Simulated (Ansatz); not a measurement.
# LiGeBr3 (model cell, started as cubic perovskite with Ge in the octahedra): a soft mode frozen in

Aim: this structure of LiGeBr3 (model cell, started as cubic perovskite with Ge in the octahedra) is to be tested for unstable modes, and one is followed downhill.

Calculated with Ansatz 0.2.0; DFT LDA, scalar-relativistic, plane waves, PAW; PAW set soft_1.

Report form: the programs' logs are mostly left out.

The structure was built from a prototype and need not be the compound's stable phase.

In doubt: the program warns that the response may not be converged on this k-mesh (step 8), which bears on the force constants and all frequencies.

## 1. The starting structure

Symmetry: Pm-3m, No. 221, cubic system. The conventional cell has a = 5.305 Å, b = 5.305 Å, c = 5.305 Å, α = 90.00°, β = 90.00°, γ = 90.00°. Li has 12 Br at 3.75 Å nearest. Nearest to Ge lie 6 Br at 2.65 Å. Nearest to Br lie 2 Ge at 2.65 Å. Farther neighbours and most contacts between anions are not listed.

## 2. Response at finite wavevector

The cell comes from relaxations at this level that are not shown. Stability and thermal properties need the whole zone. Linear response on a 2×2×2 q mesh gives force constants as far as a supercell of that size would.

Contents of input.yaml:

```yaml
crystal:
  lattice:
    - [5.3050974423, 0.0, 0.0]
    - [0.0, 5.3050974423, 0.0]
    - [0.0, 0.0, 5.3050974423]
  atoms:
    - { symbol: Li, position: [0.0, 0.0, 0.0] }
    - { symbol: Ge, position: [0.5, 0.5, 0.5] }
    - { symbol: Br, position: [0.5, 0.5, 0.0] }
    - { symbol: Br, position: [0.5, 0.0, 0.5] }
    - { symbol: Br, position: [0.0, 0.5, 0.5] }
kpoints:
  mp_grid: { grid: [8, 8, 8] }
hamiltonian:
  xc: lda
  pseudopotentials: { kind: paw, azcp: { folder: soft_1 }, xc_functional: pbe }
scf:
  occupations: { method: methfessel_paxton, width: 0.2 }
output:
  eigenvalues: true
phonons:
  method: dfpt
  qmesh: [2, 2, 2]
  temperatures: { t_max: 1000, t_step: 50 }
  qpath:
    path:
      - [[0.0, 0.0, 0.0], [0.0, 0.5, 0.0], [0.5, 0.5, 0.0], [0.0, 0.0, 0.0], [0.5, 0.5, 0.5], [0.0, 0.5, 0.0]]
      - [[0.5, 0.5, 0.5], [0.5, 0.5, 0.0]]
    npoints: 10
```

Started as:

```sh
> ansatz run input.yaml --threads 8 --pin off --max-ram 16384MiB --backend cpu --events-out ev --progress --plain --runs-dir out
```

Elapsed: 1.9 min, on 8 threads of Arm Neoverse V2, shared host; peak memory 1.4 GiB; 14 min of CPU time.

This step gave:

* volume per atom: 29.86 Å³
* gap on the k-mesh: 0 eV
* sum-rule residual before enforcement: 3.39e-5 eV/Å²
* lowest frequency on the path: -173.9 cm⁻¹
* point group: m-3m
* highest frequency on the path or at a solved wavevector: 184.4 cm⁻¹
* highest optical mode at the zone centre (no LO-TO term): 93.38 cm⁻¹
* lowest optical zone-centre mode: -173.9 cm⁻¹
* lowest mode on the q mesh (acoustic modes at Γ apart): -173.9 cm⁻¹

Frequencies (cm⁻¹) solved at each irreducible wavevector; negative means imaginary. Frequencies by wavevector, by row:

```csv
q in reciprocal lattice units,star,mode 1,mode 2,mode 3,mode 4,mode 13,mode 14,mode 15
0 0 0,1,-173.9,-173.9,-173.9,-11.6,93.4,93.4,93.4
0 0 -0.5,3,-166.1,-166.1,-22.9,-22.9,93,167.7,178.8
0 -0.5 -0.5,3,-156.1,-152.4,-152.4,-55.9,179.1,179.1,179.5
-0.5 -0.5 -0.5,1,-170.2,-170.2,-170.2,-55.9,174.2,174.2,184.4
```

Interpolated from a 2×2×2 q mesh. The phonon branches at the labelled points (cm⁻¹):

```csv
point,branch 1,branch 2,branch 3,branch 4,branch 12,branch 13,branch 14,branch 15
Γ,-174,-174,-174,-12,57,93,93,93
halfway,-170,-170,-119,-16,93,93,124,140
X,-166,-166,-23,-23,93,93,168,179
halfway,-161,-159,-110,-41,133,141,173,176
M,-156,-152,-152,-56,164,179,179,180
halfway,-166,-145,-138,-33,127,131,135,144
Γ,-174,-174,-174,-12,57,93,93,93
halfway,-153,-153,-150,-37,132,136,136,148
R,-170,-170,-170,-56,174,174,174,184
halfway,-161,-161,-138,-44,137,143,175,175
X,-166,-166,-23,-23,93,93,168,179
jump to R,-170,-170,-170,-56,174,174,174,184
halfway,-164,-161,-161,-56,164,176,176,180
M,-156,-152,-152,-56,164,179,179,180
```

Symmetry leaves 4 wavevectors to solve. The lowest mode among them, the acoustic zeros apart, lies at Γ and is imaginary, 173.9i cm⁻¹, so the energy falls along it.

## 3. The mode frozen in, largest atomic shift 0 Å

The mode followed lies at q = (-0.5, -0.5, -0.5) with frequency 170.2i cm⁻¹ and is 3-fold degenerate, one of the unstable modes though not the softest. At small amplitude the distorted cell has space group no. 139 by a symmetry search on the positions. The undistorted cell that holds it gives the zero of energy on the same k mesh.

System of this step: LiGeBr3 (model cell, started as cubic perovskite with Ge in the octahedra). It takes space group Pm-3m (No. 221, cubic). Conventional cell: a = 5.305 Å, b = 5.305 Å, c = 5.305 Å, α = 90.00°, β = 90.00°, γ = 90.00°. Nearest to Li lie 12 Br at 3.75 Å. Nearest to Ge lie 6 Br at 2.65 Å. Nearest to Br lie 2 Ge at 2.65 Å. Farther neighbours and most contacts between anions are not listed.

input.yaml, the sections that differ from step 2:

```yaml
crystal:
  lattice:
    - [5.3050974423, 5.3050974423, 0.0]
    - [5.3050974423, 0.0, 5.3050974423]
    - [5.3050974423, 0.0, -5.3050974423]
  atoms:
    - { symbol: Li, position: [0.0, 0.5, 0.5] }
    - { symbol: Li, position: [0.0, 0.0, 0.0] }
    - { symbol: Ge, position: [0.5, 0.25, 0.75] }
    - { symbol: Ge, position: [0.5, 0.75, 0.25] }
    - { symbol: Br, position: [0.5, 0.5, 0.5] }
    - { symbol: Br, position: [0.5, 0.0, 0.0] }
    - { symbol: Br, position: [0.0, 0.0, 0.5] }
    - { symbol: Br, position: [0.0, 0.5, 0.0] }
    - { symbol: Br, position: [0.5, 0.0, 0.5] }
    - { symbol: Br, position: [0.5, 0.5, 0.0] }
output:
  forces: true
  stress: true
  eigenvalues: true
# kpoints, hamiltonian, scf: as in step 2
# phonons: removed
```

Run time: 3.5 s. Hardware: 8 threads; peak memory 1.1 GiB; 26 s of CPU time.

Numbers from this step:

* pressure: -0.03340 GPa
* energy from the undistorted cell: 0 meV/atom

The run ends at a pressure of -0.03 GPa.

## 4. The mode frozen in, largest atomic shift 0.6 Å

The atoms are moved along the unstable eigenvector, the largest shift by 0.6 Å, with the cell fixed.

input.yaml, the sections that differ from step 3:

```yaml
crystal:
  lattice:
    - [5.3050974423, 5.3050974423, 0.0]
    - [5.3050974423, 0.0, 5.3050974423]
    - [5.3050974423, 0.0, -5.3050974423]
  atoms:
    - { symbol: Li, position: [0.1130987709, 0.4434506146, 0.4434506146] }
    - { symbol: Li, position: [-0.1130987709, 0.0565493854, 0.0565493854] }
    - { symbol: Ge, position: [0.5, 0.25, 0.75] }
    - { symbol: Ge, position: [0.5, 0.75, 0.25] }
    - { symbol: Br, position: [0.5, 0.497174802, 0.497174802] }
    - { symbol: Br, position: [0.5, 0.002825198, 0.002825198] }
    - { symbol: Br, position: [0.0, 0.0, 0.5] }
    - { symbol: Br, position: [0.0, 0.5, 0.0] }
    - { symbol: Br, position: [0.5, 0.002825198, 0.497174802] }
    - { symbol: Br, position: [0.5, 0.497174802, 0.002825198] }
# kpoints, hamiltonian, scf, output: as in step 3
```

It took 6.8 s on 8 threads; peak memory 1.3 GiB; 52 s of CPU time.

Numbers from this step:

* pressure: 0.02576 GPa
* energy from the undistorted cell: -25.58 meV/atom

The energy, extrapolated to zero smearing, is -25.58 meV/atom against the undistorted cell.

The run ends at a pressure of 0.03 GPa, with forces up to 0.36 eV/Å.

## 5. Energy along the mode, all amplitudes (two of the runs are shown above)

An imaginary frequency means negative curvature, so the energy should fall and then rise again as anharmonic terms take over.

Numbers from this step:

* depth at the lowest point sampled: 25.58 meV/atom
* largest atomic shift at that point: 0.6 Å

The energy from the parent by largest atomic shift:

```csv
largest atomic shift (Å),energy from the parent (meV/atom)
0.000,0
0.040,-0.125
0.080,-0.499
0.140,-1.52
0.220,-3.73
0.320,-7.79
0.450,-15.0
0.600,-25.6
```

Displacement at unit largest shift by atom:

```csv
atom,x (Å),y (Å),z (Å),size
Li1,0.00,1.00,0.00,1.00
Li2,0.00,-1.00,0.00,1.00
Ge3,0.00,0.00,0.00,0.00
Ge4,0.00,0.00,0.00,0.00
Br5,-0.05,0.00,0.00,0.05
Br6,0.05,0.00,0.00,0.05
Br7,0.00,0.00,0.00,0.00
Br8,0.00,0.00,0.00,0.00
Br9,0.00,0.00,0.05,0.05
Br10,0.00,0.00,-0.05,0.05
```

The lowest of the steps tried is the last one, at 0.6 Å, 25.6 meV/atom below the parent; the bottom of the well need not coincide with a step.

## 6. Relaxation from the frozen mode

Starting from the lowest point found, all atoms and the cell are let go, so that strain and other modes of the same symmetry can join in.

Edit input.yaml of step 4 so:

```diff
@@ -27 +27,6 @@
   eigenvalues: true
+relax:
+  adjacent_minimum: "off"
+  f_tol: 0.002
+  max_steps: 120
+  cell: { stress_tol: 0.03 }
```

The job ended after 71 s (8 threads; peak memory 1.4 GiB; 9.2 min of CPU time).

Step by step:

```csv
step,energy less that of the first step (eV),largest force component (eV/Å),pressure (GPa),volume (Å³)
1,0.0000,0.3593,0.03,298.61
2,-0.2493,0.4716,-0.02,301.48
3,-0.4650,0.4673,0.12,304.15
4,-0.6179,0.2824,0.29,306.62
5,-0.6360,0.2712,-0.30,313.30
6,-0.6638,0.1703,0.07,313.37
7,-0.6756,0.0102,0.07,311.11
8,-0.6779,0.0027,-0.05,312.35
9,-0.6781,0.0050,0.00,311.59
10,-0.6781,0.0002,0.00,311.67
11*,-0.6794,0.0002,0.00,311.67
```

Relaxation steps marked * repeat the geometry before them on a plane-wave basis chosen anew for their cell, so energy and pressure can jump there.

The run keeps the 16 symmetry operations that it works with, so distortions that break them were not tested.

```csv
"conventional cell, symmetrised",before,after,change
a (Å),7.503,7.631,+1.7 %
b (Å),7.503,7.631,+1.7 %
c (Å),10.610,10.705,+0.9 %
volume (Å³/atom),29.86,31.17,+4.4 %
```

The atoms that moved most (Å, as changes of fractional coordinates times the final cell):

```csv
atom,dx,dy,dz,length
Li1,0.000,0.745,0.000,0.745
Li2,0.000,-0.745,0.000,0.745
Br5,-0.251,0.000,0.000,0.251
Br6,0.251,0.000,0.000,0.251
Br10,0.000,0.000,-0.251,0.251
Br9,0.000,0.000,0.251,0.251
```

Numbers from this step:

```yaml
pressure: 0.001313 GPa
volume_per_atom: 31.17 Å³
gap_on_the_k_mesh: 0.6009 eV
```

The distorted start has space group I4/mmm; the relaxation ends in I4/mmm.

## 7. The new phase in its own primitive cell

The relaxed structure is symmetrised, reduced to its primitive cell and relaxed tightly, as its phonons need.

Contents of input.yaml:

```yaml
crystal:
  lattice:
    - [-3.8153966804, 3.8153966804, 5.3524714865]
    - [3.8153966804, -3.8153966804, 5.3524714865]
    - [3.8153966804, 3.8153966804, -5.3524714865]
  atoms:
    - { symbol: Li, position: [0.1238743177, 0.1238743177, 0.0] }
    - { symbol: Li, position: [0.8761256823, 0.8761256823, 0.0] }
    - { symbol: Ge, position: [0.5, 0.0, 0.5] }
    - { symbol: Ge, position: [0.0, 0.5, 0.5] }
    - { symbol: Br, position: [0.2239429675, 0.7760570325, 0.0] }
    - { symbol: Br, position: [0.7760570325, 0.2239429675, 0.0] }
    - { symbol: Br, position: [0.25, 0.75, 0.5] }
    - { symbol: Br, position: [0.75, 0.25, 0.5] }
    - { symbol: Br, position: [0.2239429675, 0.2239429675, 0.4478859351] }
    - { symbol: Br, position: [0.7760570325, 0.7760570325, 0.5521140649] }
kpoints:
  mp_grid: { grid: [4, 4, 4] }
hamiltonian:
  xc: lda
  pseudopotentials: { kind: paw, azcp: { folder: soft_1 }, xc_functional: pbe }
scf:
  occupations: { method: fixed }
output:
  forces: true
  stress: true
  eigenvalues: true
relax:
  adjacent_minimum: "off"
  f_tol: 0.001
  max_steps: 60
  cell: { stress_tol: 0.01 }
```

Elapsed: 8.6 s, on 8 threads; peak memory 1.1 GiB.

Little changed from the start: no atom moved by 0.005 Å and no cell edge by 0.1 %.

This step gave:

```yaml
pressure: 5.13e-5 GPa
gap_on_the_k_mesh: 0.6158 eV
volume_per_atom: 31.22 Å³
direct_gap_on_mesh: 0.6158 eV
```

The largest force component left is 0.13 meV/Å and the pressure is 0.000 GPa, within the tolerances set. The cell now holds 31.22 Å³/atom.

## 8. Modes of the new phase, k-mesh 4×4×4, occupations fixed

A relaxed structure may still be a saddle point, so its zone-centre modes are computed. The response to a homogeneous field gives the Born charges and the dielectric tensor.

Contents of input.yaml:

```yaml
crystal:
  lattice:
    - [-3.8175381641, 3.8175381641, 5.3562348048]
    - [3.8175381641, -3.8175381641, 5.3562348048]
    - [3.8175381641, 3.8175381641, -5.3562348048]
  atoms:
    - { symbol: Li, position: [0.1237523917, 0.1237523917, 0.0] }
    - { symbol: Li, position: [0.8762476083, 0.8762476083, 0.0] }
    - { symbol: Ge, position: [0.5, 0.0, 0.5] }
    - { symbol: Ge, position: [0.0, 0.5, 0.5] }
    - { symbol: Br, position: [0.2236770394, 0.7763229606, 0.0] }
    - { symbol: Br, position: [0.7763229606, 0.2236770394, 0.0] }
    - { symbol: Br, position: [0.25, 0.75, 0.5] }
    - { symbol: Br, position: [0.75, 0.25, 0.5] }
    - { symbol: Br, position: [0.2236770394, 0.2236770394, 0.4473540788] }
    - { symbol: Br, position: [0.7763229606, 0.7763229606, 0.5526459212] }
kpoints:
  mp_grid: { grid: [4, 4, 4] }
hamiltonian:
  xc: lda
  pseudopotentials: { kind: paw, azcp: { folder: soft_1 }, xc_functional: pbe }
scf:
  occupations: { method: fixed }
output:
  eigenvalues: true
phonons:
  method: dfpt
  dielectric: true
  rigid_motions: translations
```

It took 2.9 min on 8 threads; peak memory 2.8 GiB; 22 min of CPU time.

Numbers from this step:

| Quantity | Value |
| --- | --- |
| sum-rule residual before enforcement | 3.94e-5 eV/Å² |
| miss of the charge sum rule | 0.02404 e |
| estimated error of the dielectric tensor | 0.07717 |
| estimated error of the Born charges | 0.07476 e |
| point group | 4/mmm |
| highest optical mode at the zone centre (no LO-TO term) | 312.3 cm⁻¹ |
| lowest optical zone-centre mode | -86.22 cm⁻¹ |
| mean high-frequency dielectric constant | 7.934 |
| largest Born charge (third of the trace) | 5.409 e |
| top of the zone-centre spectrum with the field | 312.3 cm⁻¹ |

Patterns of degenerate modes are one choice out of their space. The modes at Γ (shares of kinetic energy by element, %) (negative means imaginary):

```csv
mode,frequency (cm⁻¹),symmetry,Li %,Ge %,Br %
1,-86.2,A2u,0,64,36
2,-67.4,Eg,81,0,19
3,-67.4,Eg,81,0,19
4,-25.5,B2g,0,0,100
5,-7.1,Eg,17,0,83
6,-7.1,Eg,17,0,83
7,0.0,acoustic,2,23,75
8,0.0,acoustic,2,23,75
9,0.0,acoustic,2,23,75
10,17.8,Eu,15,5,79
11,17.8,Eu,15,5,79
12,35.0,B1u,0,0,100
13,62.7,A2u,3,14,84
14,63.0,Eu,2,68,29
15,63.0,Eu,2,68,29
16,71.5,Eg,2,0,98
17,71.5,Eg,2,0,98
18,78.0,Eu,40,37,23
19,78.0,Eu,40,37,23
20,105.0,A1g,0,0,100
21,106.4,Eu,3,7,90
22,106.4,Eu,3,7,90
23,149.2,A2g,0,0,100
24,150.1,B1g,0,0,100
25,160.6,A2u,95,0,5
26,163.9,B2u,0,100,0
27,182.8,B1g,0,0,100
28,195.0,Eu,37,59,4
29,195.0,Eu,37,59,4
30,312.3,A1g,100,0,0
```

Displacements in mode 1 (-86.2 cm⁻¹), the largest set to 1:
```
Li1  0.00  0.00 -0.05
Li2  0.00  0.00 -0.05
Ge3  0.00  0.00  1.00
Ge4  0.00  0.00  1.00
Br5  0.00  0.00 -0.10
Br6  0.00  0.00 -0.10
Br7  0.00  0.00 -0.71
Br8  0.00  0.00 -0.71
Br9  0.00  0.00 -0.10
Br10 0.00  0.00 -0.10
```

Displacements in mode 28 (195.0 cm⁻¹), the largest set to 1:
```
Li1  0.00  1.00  0.00
Li2  0.00  1.00  0.00
Ge3  0.00 -0.38  0.00
Ge4  0.00  0.40  0.00
Br5 -0.03 -0.06  0.00
Br6 -0.03 -0.06  0.00
Br7  0.00  0.02  0.00
Br8  0.00  0.02  0.00
Br9  0.03 -0.06  0.00
Br10 0.03 -0.06  0.00
```

Optical modes at the zone centre, without and with the macroscopic field of the longitudinal modes; each column is sorted by frequency, so a row need not hold one and the same mode. Modes with and without the field, by row:

```csv
rank among optical modes,no field (cm⁻¹),"q along (1, 0, 0) (cm⁻¹)","q along (0, 0, 1) (cm⁻¹)"
1,-86.2,-86.2,-67.4
2,-67.4,-67.4,-67.4
3,-67.4,-67.4,-25.5
4,-25.5,-25.5,-7.1
5,-7.1,-7.1,-7.1
6,-7.1,-7.1,17.8
7,17.8,17.8,17.8
8,17.8,23.8,35
9,35,35,58
10,62.7,62.7,63
11,63,63,63
12,63,68.9,71.5
13,71.5,71.5,71.5
14,71.5,71.5,78
15,78,78,78
16,78,97.6,105
17,105,105,106.4
18,106.4,106.4,106.4
19,106.4,149.2,134.5
20,149.2,150.1,149.2
21,150.1,160.6,150.1
22,160.6,163.9,163.9
23,163.9,176,182.8
24,182.8,182.8,195
25,195,195,195
26,195,227,204.4
27,312.3,312.3,312.3
```

Born charge (rows field, columns displacement) (e), principal values of the symmetric part by kind of site:

```csv
atom,atoms with these values,low,middle,high,mean
Li1,2,0.91,1.20,1.20,1.10
Ge3,2,3.57,6.23,6.43,5.41
Br5,4,-4.80,-0.81,-0.43,-2.01
Br7,2,-6.48,-0.49,-0.49,-2.49
```

In full for Li1:

```
1.20 0.00 0.00
0.00 1.20 0.00
0.00 0.00 0.91
```

High-frequency dielectric tensor:

```
7.21 0.00 0.00
0.00 7.21 0.00
0.00 0.00 9.38
```

Transverse modes; imaginary modes are left out. Lines of the infrared spectrum (strongest = 100):

```csv
position (cm⁻¹),lines merged,relative intensity
18,1,13
35,1,0.0
63,2,74
72,1,0.0
78,1,100
105,1,0.0
106,1,62
149,1,0.0
150,1,0.0
161,1,17
164,1,0.0
183,1,0.0
195,1,22
312,1,0.0
```

Before it was imposed, the acoustic sum rule was missed by 3.9e-5 eV/Å² and the charge sum rule by 0.024 e. Small misses are needed for a sound result but don't prove that mesh and cutoff are converged. The lowest optical mode is imaginary, 86.2i cm⁻¹, so the energy falls along it.

The log warns of the k mesh: “the force constants stand on the 4×4×4 k-mesh, whose period is 8.22 times the interband length at k = (0.0000, 0.0000, 0.0000), direct gap 0.616 eV, under 14: take them and everything formed from them as unconverged”.

## 9. What came out

| Quantity | Value |
| --- | --- |
| unstable mode of the parent | q = (-0.5, -0.5, -0.5), 170i cm⁻¹ |
| depth at the lowest point sampled | 25.6 meV/atom |
| largest atomic shift at that point | 0.6 Å |
| space group reached (within 0.01 Å) | I4/mmm |
| energy gained over the parent (first relaxation, on the mesh of the frozen mode) | 93.5 meV/atom |
| volume per atom, phase reached | 31.2 Å³ |
| gap on the k-mesh, phase reached | 0.616 eV |
| lowest optical zone-centre mode, phase reached | -86.2 cm⁻¹ |
| highest optical mode at the zone centre (no LO-TO term), phase reached | 312 cm⁻¹ |

**Reading.** Along this mode the structure falls into I4/mmm, 93.5 meV/atom below the parent. At the parent's cell the well is 25.58 meV/atom deep on the steps tried, with its lowest point at a shift of 0.6 Å. That is the last step tried, so the steps alone don't bracket the bottom of the well. Relaxing atoms and cell changes the gain by +67.91 meV/atom against the lowest step (energies at zero smearing). Most of the total comes from this relaxation. The new phase still has an imaginary mode at the zone centre of its cell, so it is a saddle point on the way to a lower structure. Of the 6 patterns followed to their end from this parent, this one ends 90.9 meV/atom above the lowest, Imma. Each path keeps the symmetry of its pattern, so a lower phase may lie along a pattern not tried. With the field response the log warns that the k mesh is coarse for the force constants too, so the frequencies may not be converged. With no gap, or one that is small against the smearing, the frequencies hang on the k mesh and the smearing, most of all near Kohn anomalies. A semilocal functional can close a gap that the real compound would have, so the metallic treatment may be an artefact of the level. The PAW files were made for PBE and serve the other functionals too. The starting cell was built on a prototype and not taken from a measurement, so the phase need not exist.

[Logs are printed without paths, hosts, clocks, repeated set-up lines and the standing remarks that a program may print on its own settings, such as how far it seeks lower states.]

[Hosts, paths, dates, database ids (printed as entryN), source tags and the programs' standing remarks are cut or masked in the printed files.]
